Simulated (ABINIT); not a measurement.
Computed results, one entry a study.

Quasiparticle gap of SiC (F-43m) in ABINIT. It takes space group F-43m (No. 216, cubic). Conventional cell: a = 4.358 Å, b = 4.358 Å, c = 4.358 Å, α = 90.00°, β = 90.00°, γ = 90.00°. Si has 4 C at 1.89 Å nearest. Nearest to C lie 4 Si at 1.89 Å. Farther neighbours, and contacts between anions beyond the nearest, are not listed. The calculation used RPA screening on PBE, plane waves, norm-conserving pseudopotentials (and 2 further levels or steps) in ABINIT 10.8.3, with cutoff 37 Ha, PseudoDojo scalar-relativistic 0.4.1 standard, norm-conserving, ngkpt (4, 4, 4), nband 19, ecuteps 4 Ha, inclvkb 2, shiftk (0, 0, 0), frequency ppm, 4×4×4 k-mesh. The PBE gap is 1.36 eV, indirect. The G0W0 gap on the mesh is 1.86 eV. The GW settings are 4×4×4 mesh, 19 bands, screening to 108.8 eV, Godby-Needs plasmon pole and the known limits are short of the basis limit; coarse k mesh. It took 5 runs, 19 s in all on 4 MPI ranks of Intel Xeon Platinum 8375C at 2.90GHz (Ice Lake), shared host. G0W0 moves the gap on the mesh from 1.36 eV to 1.86 eV (+0.49 eV), with Z of 0.80 and 0.82 at the edges. Local fields lower the RPA ε∞ on this mesh from 9.48 to 8.70; a Γ-centred mesh this coarse tends to raise both, most where the direct gap is narrow, while a short band sum lowers them. The cell and positions come from the Crystallography Open Database and are kept as given unless a step says otherwise. The 4×4×4 mesh is coarse for this cell, which bears on the long-range parts of exchange and screening.

```xyz
2
Lattice="0.0000 2.1790 2.1790 2.1790 0.0000 2.1790 2.1790 2.1790 0.0000" Properties=species:S:1:pos:R:3 pbc="T T T"
Si    0.0000    0.0000    0.0000
C     1.0895    1.0895    1.0895
```

[Long decimals in the printed logs are rounded to 6 places.]

[Logs are printed without paths, hosts, clocks, repeated set-up lines and the standing remarks that a program may print on its own settings, such as how far it seeks lower states.]

[Paths, hosts, dates, memory and timing lines, banners, echoed tables and standing remarks are left out of the program output; an Ansatz launch command may be rebuilt from the run's recorded settings. Measured values are a selection of at most five: reports struck by readers or far from the other reports are left out. None is set beside runs whose start may be inverted or whose files or cutoffs have a known fault.]

[Runs of the session that timed out or met a known fault of the program may be left out.]

[Hosts, paths, dates, database ids (printed as entryN), source tags and the programs' standing remarks are cut or masked in the printed files.]

[G0W0 gaps are taken among the corrected bands and points alone; a level outside them can change the order at an edge.]

[Where Ansatz stands beside ABINIT at settings called matched, ABINIT's density can come from a denser mesh and the files from another edition; pairs whose starting gaps differed by over 0.03 eV were left out, so agreement reads better than it is.]
